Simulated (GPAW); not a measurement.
## How SiAu3 absorbs and reflects light

Aim: the dielectric function of SiAu3, and the optical constants that follow from it.

Calculated with GPAW 26.7.0; DFT, LDA, plane-wave PAW (GPAW data sets), scalar-relativistic, RPA, optical limit.

Most raw output is cut from this account.

## (1) The starting structure

The structure is cubic, space group Fm-3m (No. 225). Conventional cell: a = 6.571 Å, b = 6.571 Å, c = 6.571 Å, α = 90.00°, β = 90.00°, γ = 90.00°. Nearest to Au lie 8 Au at 2.85 Å. Nearest to Au lie 4 Si at 2.85 Å and 4 Au at 2.85 Å. Nearest to Si lie 8 Au at 2.85 Å. Farther neighbours are not listed.

## (2) Ground state

First the ground state: is it a metal or has it a gap?

This step: DFT, LDA, plane-wave PAW (GPAW data sets), scalar-relativistic, ground state (GPAW 26.7.0).

The input, gs.py:

```python
from ase import Atoms
from ase.dft.bandgap import bandgap
from gpaw import GPAW, PW, FermiDirac

atoms = Atoms(['Au', 'Au', 'Au', 'Si'],
              cell=[[0.000000000000, 3.285734000000, 3.285734000000],
                    [3.285734000000, 0.000000000000, 3.285734000000],
                    [3.285734000000, 3.285734000000, 0.000000000000]],
              scaled_positions=[[0.500000000000, 0.500000000000, 0.500000000000],
                                [0.750000000000, 0.750000000000, 0.750000000000],
                                [0.250000000000, 0.250000000000, 0.250000000000],
                                [0.000000000000, 0.000000000000, 0.000000000000]],
              pbc=[True, True, True])
atoms.calc = GPAW(mode=PW(400), xc='LDA', kpts={'size': (6, 6, 6), 'gamma': True},
                  occupations=FermiDirac(0.05), maxiter=150, txt='gs.txt')
print('energy (eV)', atoms.get_potential_energy())
print('Fermi level (eV)', atoms.calc.get_fermi_level())
print('valence electrons', atoms.calc.get_number_of_electrons())
print('gap (eV)', bandgap(atoms.calc, output=None)[0])
print('direct gap (eV)', bandgap(atoms.calc, direct=True, output=None)[0])
atoms.calc.write('gs.gpw')
```

Command:

```bash
OMP_NUM_THREADS=1 python gs.py
```

Elapsed: 22 s, on 1 thread of AMD EPYC 7R43, shared host; peak memory 0.16 GiB.

Numbers from this step:

* energy: -18.28 eV
* Fermi energy: 9.101 eV
* electrons: 37

There are states at the Fermi level within the smearing, so the occupations stay smeared and the carriers get a Drude term.

## (3) Bands for the response

At the fixed density, many empty bands are solved on the mesh of the response, since the spectrum sums over them.

This step: DFT, LDA, plane-wave PAW (GPAW data sets), scalar-relativistic, bands at fixed density (GPAW 26.7.0).

The input, nscf.py:

```python
from ase.dft.bandgap import bandgap
from gpaw import GPAW, FermiDirac

calc = GPAW('gs.gpw').fixed_density(kpts={'size': (8, 8, 8), 'gamma': True}, nbands=60, convergence={'bands': 54},
                                    occupations=FermiDirac(0.05), txt='nscf.txt')
print('gap (eV)', bandgap(calc, output=None)[0])
print('direct gap (eV)', bandgap(calc, direct=True, output=None)[0])
print('top band over the Fermi level (eV)', min(calc.get_eigenvalues(kpt=k)[53] for k in range(len(calc.get_ibz_k_points()))) - calc.get_fermi_level())
calc.write('full.gpw', mode='all')
```

Command:

```bash
OMP_NUM_THREADS=1 python nscf.py
```

Elapsed: 1.8 min, on 1 thread; peak memory 0.2 GiB.

## (4) Dielectric function, RPA

Transitions between filled and empty bands, summed over the zone, give the optical response, so mesh, band count and broadening shape it.

The induced potential is part of this response.

This step: DFT, LDA, plane-wave PAW (GPAW data sets), scalar-relativistic, RPA, optical limit (GPAW 26.7.0).

The input, df.py:

```python
from gpaw.response.df import DielectricFunction

df = DielectricFunction('full.gpw', frequencies={'type': 'nonlinear', 'domega0': 0.03, 'omega2': 8},
                        ecut=80,
                        eta=0.1,
                        nbands=54,
                        rate=0.1,
                        txt='df.txt')
for direction in ['x']:
    df.get_dielectric_function(xc='RPA', direction=direction, filename=f'df_{direction}.csv')
```

Command:

```bash
OMP_NUM_THREADS=1 python df.py
```

It took 43 s on 1 thread; peak memory 0.5 GiB.

Some rows of df_x.csv (energy; Re and Im without local fields; Re and Im with them):

```text
0.000000, 1074.612368, 0.000000, 1072.660764, 0.000000
0.555532, 76.820091, 50.364245, 75.511880, 49.554815
1.143969, -34.612552, 67.421459, -37.644676, 69.488041
1.768324, -15.180093, 35.379321, -13.520830, 34.743530
2.431988, -15.691565, 20.196983, -14.266248, 19.164211
3.138794, -7.539082, 8.913567, -7.012115, 9.560855
3.893091, -5.086868, 7.652740, -5.763427, 8.430915
4.699832, -3.087488, 5.150483, -3.365084, 5.352569
5.564682, -2.242138, 5.276980, -2.376202, 5.382636
6.494155, -2.376857, 3.885284, -2.637808, 3.979030
7.495775, -2.368630, 3.546507, -2.514491, 3.550170
8.578281, -2.149829, 2.065798, -2.242491, 1.990665
9.751884, -1.147987, 1.564220, -1.229626, 1.501387
11.028587, -0.319038, 1.146490, -0.474092, 1.027700
12.422601, -0.248368, 1.260233, -0.277342, 1.119177
13.950874, -0.207277, 1.147067, -0.195530, 1.079363
15.633783, -0.011213, 0.956341, 0.015943, 0.874691
17.496047, -0.067919, 0.816946, 0.008050, 0.768061
19.567954, 0.177367, 0.589100, 0.222553, 0.553140
```

The Im ε, E ∥ x has structure finer than the step of the table below, so its rows give means over 0.5 eV, whole bins alone (the curve runs from 0.305 to 19.9 eV). Peaks (eV: height): 0.75: 142, 1.59: 46.9.

Sum at mesh points, not converged in k. Im ε, E ∥ x against photon energy; means over each step:

photon energy (eV), Im ε, E ∥ x and a bar:
```
      1.0         89 ##############################
      1.5         38 #############
      2.0         25 ########
      2.5         20 #######
      3.0         11 ####
      3.5         11 ###
      4.0          8 ###
      4.5          6 ##
      5.0          6 ##
      5.5          6 ##
      6.0          5 ##
      6.5          4 #
      7.0          4 #
      7.5          3 #
      8.0          3 #
      8.5          2 #
      9.0          2 
      9.5          2 
     10.0          1 
     10.5          1 
     11.0          1 
     11.5          1 
     12.0          1 
     12.5          1 
     13.0          1 
     13.5          1 
     14.0          1 
     14.5          1 
     15.0          1 
     15.5          1 
     16.0          1 
     16.5          1 
     17.0          1 
     17.5          1 
     18.0          1 
     18.5          1 
     19.0          1 
     19.5          1
```

Values under 1 per cm are given as 1; sum at mesh points, not converged in k. Absorption coefficient, E ∥ x against photon energy:

```tsv
photon energy (eV)	absorption coefficient, E ∥ x (1/cm)
1.01	7.1e5
1.99	9.1e5
3.02	1.0e6
3.98	1.1e6
4.98	1.1e6
6.02	1.2e6
6.99	1.3e6
8.03	1.4e6
9.02	1.3e6
10.03	1.2e6
11.03	1.0e6
12.02	1.1e6
13.00	1.2e6
14.04	1.1e6
14.96	1.1e6
16.03	1.1e6
16.96	1.1e6
18.05	8.6e5
18.97	8.7e5
```

The reflectivity at normal incidence, E ∥ x has structure finer than the step of the table below, so its rows give means over 1 eV, whole bins alone (the curve runs from 0.305 to 19.9 eV). Peaks (eV: height): 1.2: 80.1, 1.9: 72.4, 2.4: 70.2, 8.6: 53.0, 11.9: 29.2.

Sum at mesh points, not converged in k. The reflectivity at normal incidence, E ∥ x by photon energy; means over each step:

photon energy (eV), reflectivity at normal incidence, E ∥ x (%) and a bar from the least value:
```
        1       72.7 ##############################
        2       67.5 ############################
        3       60.9 ########################
        4       55.8 ######################
        5       48.3 ##################
        6       46.6 #################
        7       44.1 ################
        8       46.8 #################
        9       46.1 #################
       10       41.0 ###############
       11       29.4 #########
       12       26.5 ########
       13       24.1 ######
       14       18.6 ####
       15       18.5 ####
       16       16.5 ###
       17       17.7 ###
       18       15.5 ##
       19       11.0
```

The loss function −Im 1/ε at q → 0, E ∥ x has structure finer than the step of the table below, so its rows give means over 0.5 eV, whole bins alone (the curve runs from 0.305 to 19.9 eV). Peaks (eV: height): 11.10: 0.848, 13.60: 1.07, 17.94: 1.72.

Sum at mesh points, not converged in k. Loss function −Im 1/ε at q → 0, E ∥ x against energy loss; means over each step:

```tsv
energy loss (eV)	loss function −Im 1/ε at q → 0, E ∥ x
1.0	0.0108
1.5	0.0245
2.0	0.0343
2.5	0.0387
3.0	0.0592
3.5	0.0772
4.0	0.0856
4.5	0.113
5.0	0.133
5.5	0.147
6.0	0.154
6.5	0.180
7.0	0.192
7.5	0.195
8.0	0.223
8.5	0.225
9.0	0.310
9.5	0.341
10.0	0.439
10.5	0.538
11.0	0.743
11.5	0.663
12.0	0.699
12.5	0.799
13.0	0.812
13.5	0.990
14.0	0.962
14.5	0.964
15.0	0.963
15.5	1.11
16.0	1.10
16.5	1.11
17.0	1.31
17.5	1.40
18.0	1.64
18.5	1.60
19.0	1.35
19.5	1.58
```

The Im ε, E ∥ x has structure finer than the step of the table below, so its rows give means over 1 eV, whole bins alone (the curve runs from 0.305 to 19.9 eV). Peaks (eV: height): without local fields 0.7: 143, 1.6: 52.9; with local fields 0.7: 142, 1.6: 46.9.

Sum at mesh points, not converged in k. Table of Im ε, E ∥ x by photon energy; means over each step:

```tsv
photon energy (eV)	without local fields	with local fields
1	74.6	73.8
2	30.4	28.8
3	12.0	12.4
4	7.86	8.65
5	5.84	5.99
6	4.88	4.97
7	4.01	3.95
8	3.03	2.96
9	1.99	1.92
10	1.50	1.43
11	1.35	1.21
12	1.46	1.29
13	1.24	1.13
14	1.11	1.01
15	1.14	1.02
16	0.992	0.894
17	0.870	0.796
18	0.659	0.610
19	0.653	0.599
```

From ε follow the optical constants at some laser and lamp lines:

```tsv
wavelength (nm)	n	k	R (%)	1/α
1550	8.29	7.471	76.7	17 nm
1064	4.08	7.423	79.9	11 nm
633	2.40	4.706	71.5	11 nm
532	2.93	4.603	68.0	9.2 nm
405	1.64	3.230	62.3	10.0 nm
248	1.39	2.189	47.1	9.0 nm
193	1.07	1.976	47.8	7.8 nm
```

A polished face would reflect 64 % of daylight and look light grey (CIE x = 0.311, y = 0.326 under D65).

## (5) Results

What this shows: At this level (LDA, RPA) SiAu3 is a metal. The mesh is too coarse to trust the carriers' weight, the reflectivity or the colour to better than tens of per cent. A polished face would reflect 64 % of daylight and look light grey (CIE x = 0.311, y = 0.326 under D65). The carriers' damping of 0.1 eV is typed, not computed; it shapes the response at the lowest energies. Spin-orbit coupling is left out although heavy atoms are present. In this version of GPAW the matrix elements of the optical limit are incomplete, which can lower ε − 1 by up to a tenth where first-row anions or d states rule, and shift it by more in d metals. GPAW's carrier term has the form −ωp²/(ω + i·rate)², which damps like twice the rate and fails at low energy, so the curves leave the lowest energies out. The sum runs over mesh points 0.21 Å⁻¹ apart with no interpolation, so peaks are partly noise of the mesh, and the Drude plasma energy, a sum over the Fermi surface, isn't converged.

[Machine, clock and banner lines and Python warnings are left out of the logs.]

[Logs are printed without paths, hosts, clocks, repeated set-up lines and the standing remarks that a program may print on its own settings, such as how far it seeks lower states.]

[Hosts, paths, dates, database ids (printed as entryN), source tags and the programs' standing remarks are cut or masked in the printed files.]
